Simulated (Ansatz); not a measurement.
# (AlN)2(GaN)1 [001] superlattice, started as zinc blende: phonons and vibrational spectra, part 2 of 2

Aim: the vibrations of (AlN)2(GaN)1 [001] superlattice, started as zinc blende, their spectra, and whether the structure is stable.

Ansatz 0.2.0; DFT PBEsol, scalar-relativistic, plane waves, PAW.

So far. Step 4 (Tight relaxation): The largest force component left is 0.029 meV/Å and the pressure is 0.000 GPa, within the tolerances set. The cell now holds 10.77 Å³/atom. The relaxed cell has a = 3.128, c = 13.216 Å (conventional setting).

The structure was built from a prototype and need not be the compound's stable phase.

### 5. Zone-centre response

The zone centre is the only wavevector solved here; it holds the modes that light can see, as far as symmetry allows. The response to a homogeneous field gives the Born charges and the dielectric tensor, and its change with displacement the Raman tensors.

The input, input.yaml:

```yaml
crystal:
  lattice:
    - [2.2117315951, 2.2117315951, 0.0]
    - [-2.2117315951, 2.2117315951, 0.0]
    - [2.2117315951, 0.0, 6.6080532205]
  atoms:
    - { symbol: Al, position: [-0.0016571346, 0.0016571346, 0.0033142691] }
    - { symbol: Al, position: [0.3349904679, 0.6650095321, 0.3300190642] }
    - { symbol: Ga, position: [0.6666666667, 0.3333333333, 0.6666666667] }
    - { symbol: "N", position: [0.4166666667, 0.0833333333, 0.1666666667] }
    - { symbol: "N", position: [0.7541805772, 0.7458194228, 0.4916388455] }
    - { symbol: "N", position: [0.0791527561, 0.4208472439, 0.8416944878] }
kpoints:
  mp_grid: { grid: [8, 8, 8] }
hamiltonian:
  xc: pbesol
scf:
  occupations: { method: fixed }
output:
  eigenvalues: true
phonons:
  method: dfpt
  dielectric: true
  rigid_motions: translations
  raman: true
```

On the command line:

```sh
> ansatz run input.yaml --threads 8 --pin off --max-ram 14336MiB --backend cpu --events-out ev --progress --plain --runs-dir out
```

Numbers of over 12 decimals in the logs are rounded to 6 here.

What it wrote:

```text
Warning: crystal.symmetry: narrowed to the stabiliser of the run's FFT grids — unitary ops 8 → 2. A phonons.method: dfpt run fills in the rows of the dynamical matrix that it does not solve by its symmetry operations, which is exact only for operations that map its FFT grids onto themselves: filled in by any other, the frequencies could depend on the order in which like atoms are typed, or, by more than the grids' own error, on where the crystal sits among the grids' points. Excluded: 6 operations. The run can therefore solve more perturbations, solve them on more k-points, or both, and cost more. [rest of the remark cut]
[...]
Crystal: 6 atoms, lattice volume = 64.650 Å³
Basis set: ecut = 420 eV, 1275 PW (Γ), exchange–correlation on 48×48×96 points (8 copies of the dense FFT grid, shifted against one another)
Bands: 23, of which v1, the nominal top of the filled ones, is band 17 counted from 1 (16 counted from 0)
Symmetry: 8 space group operations
k-points: 260 of 512 (irreducible under 1 space group operation, time reversal used)
[...]
SCF iter   1: F=—  HF=-5934.674599 eV  |F-HF|=—  |Δ(HF+E_count)|=         —  Δρ=1.07e-2  dr2=7.79e-2  ethr=1.77e-3  ⟨swp⟩=4.6  Hψ=24485  notcnv=0  defer=1033
[...]
SCF iter   9: F=-5934.652317 eV  HF=-5934.652317 eV  |F-HF|=1.27e-11  |Δ(HF+E_count)|=  7.29e-10  Δρ=2.49e-7  dr2=2.92e-11  ethr=1.00e-12  ⟨swp⟩=11.3  Hψ=34930  notcnv=0
SCF 1 converged in 9 iterations: F = -5934.652317 eV  dr2 = 2.92e-11
[...]
NSCF: frozen V_eff on 3 k-points
DFPT response loops at Γ: preconditioner auto → Resta (q_TF=auto, 2.451 Å⁻¹)  ε∞=4.4 (no band partly filled); β = 1.00, the filter's whole step (`scf.mixing.beta` (0.50) is not read by the response loops at its default; to damp them type it under 1.00, their step now; it binds the ground state too); Broyden in place of MSR1
── the response to a field inside a basis, on 10×10×8 k-points: an SCF that follows is theirs, and a resumed run solves both again ──
Bands: 18, of which v1, the nominal top of the filled ones, is band 17 counted from 1 (16 counted from 0)
k-points: 220
[...]
Eigensolver: Dense (220 Hₖ)
SCF iter   1: F=—  HF=-5934.646505 eV  |F-HF|=—  |Δ(HF+E_count)|=         —  Δρ=3.63e-4  dr2=1.81e-5  ethr=1.00e-1
[...]
SCF iter   7: F=-5934.646512 eV  HF=-5934.646512 eV  |F-HF|=4.55e-12  |Δ(HF+E_count)|=  5.50e-10  Δρ=2.54e-7  dr2=2.30e-11  ethr=7.56e-12
SCF 1 converged in 7 iterations: F = -5934.646512 eV  dr2 = 2.30e-11
[...]
WARN: field response: ε∞ stands inside a basis, on 10×10×8 points; the force constants stand on the 8×8×8 k-mesh, whose period is 12.90 times the interband length at k = (0.0000, 0.0000, 0.0000), direct gap 3.141 eV, under 14: take them and everything formed from them as unconverged, and compare with a denser kpoints.mp_grid
SCF converged after 9 iterations
Free energy (F): -5934.652317 eV
[...]
Internal energy: -5934.652317 eV  (E = F + TS)
E sigma→0 (E₀):  -5934.652317 eV
Fermi energy:    7.834587 eV
[...]
--- Band table (eV; the first three rows and the last of 260) ---
  k-point 0: bands = [... 13 lower, 6.2064, 7.7192, 7.8346, 7.8346, 10.9756, 12.2965, 12.5209, 16.0460, ... 2 higher]
  k-point 1: bands = [... 13 lower, 6.3477, 7.5354, 7.7934, 7.7934, 11.1725, 11.8937, 12.9281, 15.8817, ... 2 higher]
  k-point 2: bands = [... 13 lower, 6.5805, 7.0924, 7.6780, 7.6780, 11.4278, 11.7219, 13.2648, 15.6731, ... 2 higher]
  k-point 259: bands = [... 13 lower, 4.8628, 4.9914, 5.6930, 5.7228, 10.9825, 12.9199, 13.1017, 15.0115, ... 2 higher]
--- Phonons (Γ-DFPT): 12 representative perturbations + reference, on 260 of 512 k-points (Σ response iterations 40) ---
  ASR residual: 5.487e-5 → 0.000e0 eV/Å²; symmetrization residual: 5.492e-6 eV/Å²
  The last average, over the group as it would stand without the narrowing to the FFT grids, took up to 1.860e-6 eV/Å² of the zone centre's force constants
  ASR residual per site (eV/Å²): 3.78e-5 3.78e-5 3.67e-5 5.49e-5 1.54e-5 1.54e-5
  Γ frequencies (cm⁻¹): 0.00 0.00 0.00 209.47 209.47 286.20 286.20 338.01 445.50 572.59 572.59 610.25 648.68 648.68 663.84 663.84 732.65 765.77
  ε∞ (high-frequency dielectric tensor):
        5.017644     0.000000    -0.000000
        0.000000     5.017644    -0.000000
       -0.000000    -0.000000     5.012508
  ε⁰ (static dielectric tensor: ions relaxed, cell fixed):
        9.093981    -0.000000    -0.000000
       -0.000000     9.093981    -0.000000
       -0.000000    -0.000000     9.159608
  ε⁰ − ε∞ (ionic part):
        4.076337    -0.000000    -0.000000
       -0.000000     4.076337     0.000000
       -0.000000     0.000000     4.147099
  softest optical mode at Γ: 209.47 cm⁻¹; the repairs (sum rule, projections) moved no ω² at Γ by more than (1.92 cm⁻¹)²
  Born effective charges Z* (e; rows j = field, columns β = displacement):
    site 0:
         2.53419   -0.01608   -0.00000
        -0.01608    2.53419   -0.00000
        -0.00000   -0.00000    2.67402
    site 1:
         2.53419    0.01608   -0.00000
         0.01608    2.53419   -0.00000
        -0.00000   -0.00000    2.67402
    site 2:
         2.62462    0.00000   -0.00000
         0.00000    2.62462   -0.00000
        -0.00000   -0.00000    2.39487
    site 3:
        -2.58032    0.00000   -0.00000
         0.00000   -2.58032    0.00000
         0.00000    0.00000   -2.68988
    site 4:
        -2.55634    0.11848    0.00000
         0.11848   -2.55634    0.00000
         0.00000    0.00000   -2.52652
    site 5:
        -2.55634   -0.11848    0.00000
        -0.11848   -2.55634    0.00000
        -0.00000    0.00000   -2.52652
  Z* charge neutrality: 3.912e-3 e pre-enforcement
  solved inside a basis spanned on kpoints, on 10×10×8 k-points transformed towards the longest dipole: ε∞ is read to err by 1.8e-2, Z* by 1.5e-2 e (field_mesh: kpoints solves on kpoints); Z* is corrected for what the basis lacks
  Raman tensors (in the event stream and the table raman_tensors.tsv): an entry may err by 6.0e-3 Å², one of the second-order susceptibility by 7.0e-3 pm/V (basis, points and sum rule); their sum over the sites missed zero by 1.004e-4 Å² ahead of its enforcement
  optical modes at Γ without the LO–TO term, one row a degenerate level:
      ω (cm⁻¹)  modes    IR ((D/Å)²/amu)  static Raman (Å⁴/amu)  depolarisation
        209.47      2             0.2719                 0.5461           0.750
        286.20      2             0.0059                 1.0155           0.750
        338.01      1             0.4475                 1.2010           0.750
        445.50      1             0.0000                10.8421           0.070
        572.59      2            39.7853                27.5131           0.750
        610.25      1            42.4788                16.2241           0.750
        648.68      2            23.7250                20.8752           0.750
        663.84      2            27.8159                 3.5331           0.750
        732.65      1             4.1445                 0.2995           0.750
        765.77      1             0.0000                 7.6726           0.004
  optical modes at Γ + LO–TO along q̂ = [1.0000, 0.0000, 0.0000]:
      ω (cm⁻¹)  modes    IR ((D/Å)²/amu)  static Raman (Å⁴/amu)  depolarisation
        209.47      1             0.1360                 0.2730           0.750
        210.59      1             0.0376                 0.3827           0.750
        286.20      1             0.0029                 0.5077           0.750
        286.22      1             0.0007                 0.4843           0.750
        338.01      1             0.4475                 1.2010           0.750
        445.50      1             0.0000                10.8421           0.070
        572.59      1            19.8927                13.7566           0.750
        603.66      1             1.1004                 2.2172           0.750
        610.25      1            42.4788                16.2241           0.750
        648.68      1            11.8625                10.4376           0.750
        655.82      1             0.0880                 3.1663           0.750
        663.84      1            13.9080                 1.7666           0.750
        732.65      1             4.1445                 0.2995           0.750
        765.77      1             0.0000                 7.6726           0.004
[...]
optical modes at Γ + LO–TO along q̂ = [0.0000, 1.0000, 0.0000]:
      ω (cm⁻¹)  modes    IR ((D/Å)²/amu)  static Raman (Å⁴/amu)  depolarisation
[...]
optical modes at Γ + LO–TO along q̂ = [0.0000, 0.0000, 1.0000]:
      ω (cm⁻¹)  modes    IR ((D/Å)²/amu)  static Raman (Å⁴/amu)  depolarisation
[...]
340.03      1             0.0962                 0.8710           0.750
        445.50      1             0.0000                10.8421           0.070
        572.59      2            39.7853                27.5131           0.750
        648.68      2            23.7250                20.8752           0.750
        663.84      2            27.8159                 3.5331           0.750
        714.42      1             2.8208                 3.7792           0.750
        765.77      1             0.0000                 7.6726           0.004
        840.97      1            44.1538                24.0605           0.750
```

It took 5.2 min on 8 threads of Arm Neoverse V2, shared host; peak memory 3.3 GiB; 40 min of CPU time.

Reading the cycles: dr2 is the Hartree energy of the density residual (eV), the measure of convergence; HF is the Harris–Foulkes estimate of the energy, which meets the free energy F at convergence.

Numbers from this step:

* sum-rule residual before enforcement: 5.49e-5 eV/Å²
* miss of the charge sum rule: 0.003912 e
* estimated error of the dielectric tensor: 0.01785
* estimated error of the Born charges: 0.01496 e
* point group: -42m
* highest optical mode at the zone centre (no LO-TO term): 765.8 cm⁻¹
* lowest optical zone-centre mode: 209.5 cm⁻¹
* mean high-frequency dielectric constant: 5.016
* largest Born charge (third of the trace): -2.617 e
* mean static dielectric constant: 9.116
* top of the zone-centre spectrum with the field: 841.0 cm⁻¹

Without the LO-TO term. Patterns of degenerate modes are one choice out of their space. Modes at Γ, with each element's share of the kinetic energy:

```
mode  frequency (cm⁻¹)  symmetry  Al %  Ga %  N %
   1               0.0  acoustic    33    42   25
   2               0.0  acoustic    33    42   25
   3               0.0  acoustic    33    42   25
   4             209.5         E    35    48   17
   5             209.5         E    35    48   17
   6             286.2         E    75     0   24
   7             286.2         E    75     0   24
   8             338.0        B2    31    50   19
   9             445.5        A1    73     0   27
  10             572.6         E     3     9   88
  11             572.6         E     3     9   88
  12             610.2        B2    23     4   73
  13             648.7         E    25     0   75
  14             648.7         E    25     0   75
  15             663.8         E    29     0   71
  16             663.8         E    29     0   71
  17             732.6        B2    13     4   83
  18             765.8        A1    27     0   73
```

Displacements in mode 5 (209.5 cm⁻¹), the largest set to 1:
```
Al1  0.06 -0.95  0.00
Al2 -0.17 -0.96  0.00
Ga3  0.06  1.00  0.00
N4  -0.05 -0.89  0.00
N5  -0.66 -0.24  0.00
N6   0.64 -0.16  0.00
```

Displacements in mode 18 (765.8 cm⁻¹), the largest set to 1:
```
Al1  0.00  0.00  0.44
Al2  0.00  0.00 -0.44
Ga3  0.00  0.00  0.00
N4   0.00  0.00  0.00
N5   0.00  0.00  1.00
N6   0.00  0.00 -1.00
```

Optical modes at the zone centre, without and with the macroscopic field of the longitudinal modes; each column is sorted by frequency, so a row need not hold one and the same mode. Modes with and without the field, by row:

```
rank among optical modes  no field (cm⁻¹)  q along (1, 0, 0) (cm⁻¹)  q along (0, 0, 1) (cm⁻¹)
                       1            209.5                     209.5                     209.5
                       2            209.5                     210.6                     209.5
                       3            286.2                     286.2                     286.2
                       4            286.2                     286.2                     286.2
                       5              338                       338                       340
                       6            445.5                     445.5                     445.5
                       7            572.6                     572.6                     572.6
                       8            572.6                     603.7                     572.6
                       9            610.2                     610.2                     648.7
                      10            648.7                     648.7                     648.7
                      11            648.7                     655.8                     663.8
                      12            663.8                     663.8                     663.8
                      13            663.8                     732.6                     714.4
                      14            732.6                     765.8                     765.8
                      15            765.8                       834                       841
```

Born charge (rows field, columns displacement) (e), principal values of the symmetric part by kind of site:

```
atom  atoms with these values    low  middle   high   mean
 Al1                        2   2.52    2.55   2.67   2.58
 Ga3                        1   2.39    2.62   2.62   2.55
  N4                        1  -2.69   -2.58  -2.58  -2.62
  N5                        2  -2.67   -2.53  -2.44  -2.55
```

In full for N5:

```
-2.56  0.12  0.00
 0.12 -2.56  0.00
 0.00  0.00 -2.53
```

High-frequency dielectric tensor:

```
5.02 0.00 0.00
0.00 5.02 0.00
0.00 0.00 5.01
```

Static dielectric tensor (ions relaxed, fixed cell):

```
9.09 0.00 0.00
0.00 9.09 0.00
0.00 0.00 9.16
```

Transverse modes. Lines of the infrared spectrum (strongest = 100):

```
position (cm⁻¹)  label  relative intensity
            210      E                 0.6
            286      E                 0.0
            338     B2                 1.1
            446     A1                 0.0
            573      E                  94
            610     B2                 100
            649      E                  56
            664      E                  65
            733     B2                  10
            766     A1                 0.0
```

Activity x (w_L - w)^4 (n + 1)/w, 532 nm, 300 K; modes without the macroscopic field alone. Lines of the Raman spectrum (strongest = 100):

```
position (cm⁻¹)  label  relative intensity
            210      E                 8.7
            286      E                  10
            338     B2                 9.1
            446     A1                  55
            573      E                 100
            610     B2                  54
            649      E                  65
            664      E                  11
            733     B2                 0.8
            766     A1                  19
```

Static second-order susceptibility (pm/V), twice the coefficient d of second-harmonic generation. Second order susceptibility, by row:

```
field along  xx  yy  zz    yz    xz    xy
          x   0   0   0  3.12     0     0
          y   0   0   0     0  3.12     0
          z   0   0   0     0     0  3.12
```

Before it was imposed, the acoustic sum rule was missed by 5.5e-5 eV/Å² and the charge sum rule by 0.0039 e. Small misses are needed for a sound result but don't prove that mesh and cutoff are converged. The lowest optical mode is real, 209 cm⁻¹.

The log warns of the k mesh: “the force constants stand on the 8×8×8 k-mesh, whose period is 12.90 times the interband length at k = (0.0000, 0.0000, 0.0000), direct gap 3.141 eV, under 14: take them and everything formed from them as unconverged”.

### 6. Isotope substitution, element Ga, natural mass 69.723 amu

An isotope changes the mass and not the force constants, so no new electronic calculation is needed; the shifts show which modes move this element.

The same force constants with the mass of Ga changed from 69.723 to 70.925 u (phonopy, no LO-TO term). Both lists are sorted by frequency; levels can cross, so a row need not hold one and the same mode. Modes under 3 cm⁻¹ are left out. Isotope shifts, by row:

```
    q  rank  natural mass (cm⁻¹)  changed mass (cm⁻¹)
0 0 0     4                209.5                208.6
0 0 0     5                209.5                208.6
0 0 0     6                286.2                286.2
0 0 0     7                286.2                286.2
0 0 0     8                  338                336.6
0 0 0     9                445.5                445.5
0 0 0    10                572.6                572.1
0 0 0    11                572.6                572.1
0 0 0    12                610.2                  610
0 0 0    13                648.7                648.7
0 0 0    14                648.7                648.7
0 0 0    15                663.8                663.8
0 0 0    16                663.8                663.8
0 0 0    17                732.6                732.4
0 0 0    18                765.8                765.8
```

A mode of this element alone would shift by -0.85 %. The highest zone-centre frequency without the field goes from 765.8 to 765.8 cm⁻¹ (+0.0 %). The product of the frequency ratios over all optical modes at Γ is 0.985; the product rule, (m/m′)^(3k/2) (M′/M)^(3/2) with k = 1 such atoms and M the mass of the cell, gives 0.985.

### 7. Another isotope, element N, natural mass 14.007 amu

The same for N, from 14.01 to 15.00 u.

A mode of this element alone would shift by -3.37 %. The highest zone-centre frequency without the field goes from 765.8 to 747.3 cm⁻¹ (-2.4 %). The product of the frequency ratios over all optical modes at Γ is 0.755; the product rule, (m/m′)^(3k/2) (M′/M)^(3/2) with k = 3 such atoms and M the mass of the cell, gives 0.755.

### 8. What came out

| Item | Value |
| --- | --- |
| space group after relaxation (within 0.01 Å) | I-4m2 |
| volume per atom | 10.8 Å³ |
| gap on the k-mesh | 3.14 eV |
| highest optical mode at the zone centre (no LO-TO term) | 766 cm⁻¹ |
| top of the zone-centre spectrum with the field | 841 cm⁻¹ |
| lowest optical zone-centre mode | 209 cm⁻¹ |
| mean high-frequency dielectric constant | 5.02 |
| mean static dielectric constant | 9.12 |
| largest Born charge (third of the trace) | -2.62 e |
| imaginary modes at Γ (the only wavevector solved) | none |

In words: The structure is stable against zone-centre distortions, since no mode there is imaginary; runs at other wavevectors are not part of this account. Without the field, the optical modes at Γ span 209 to 766 cm⁻¹. The dispersion is not part of this account. The highest mode in this list at Γ, 765.8 cm⁻¹, is mostly motion of N (73 % of the kinetic energy). With the macroscopic field of the longitudinal modes the top of the zone-centre spectrum lies at 841 cm⁻¹, against 766 cm⁻¹ without it. Lattice motion raises the mean dielectric constant from 5.016 to 9.116. The strongest infrared line is at 610 cm⁻¹. Averaged over orientations, the strongest Raman line at 532 nm and 300 K is at 573 cm⁻¹, among the modes without the field; their longitudinal partners can be Raman active too. With the field response the log warns that the k mesh is coarse for the force constants too, so the frequencies may not be converged. The starting cell was built on a prototype and not taken from a measurement, so the phase need not exist. These are harmonic frequencies at zero temperature: anharmonic shifts, linewidths and thermal expansion are left out.

[Logs are printed without paths, hosts, clocks, repeated set-up lines and the standing remarks that a program may print on its own settings, such as how far it seeks lower states.]

[Hosts, paths, dates, database ids (printed as entryN), source tags and the programs' standing remarks are cut or masked in the printed files.]
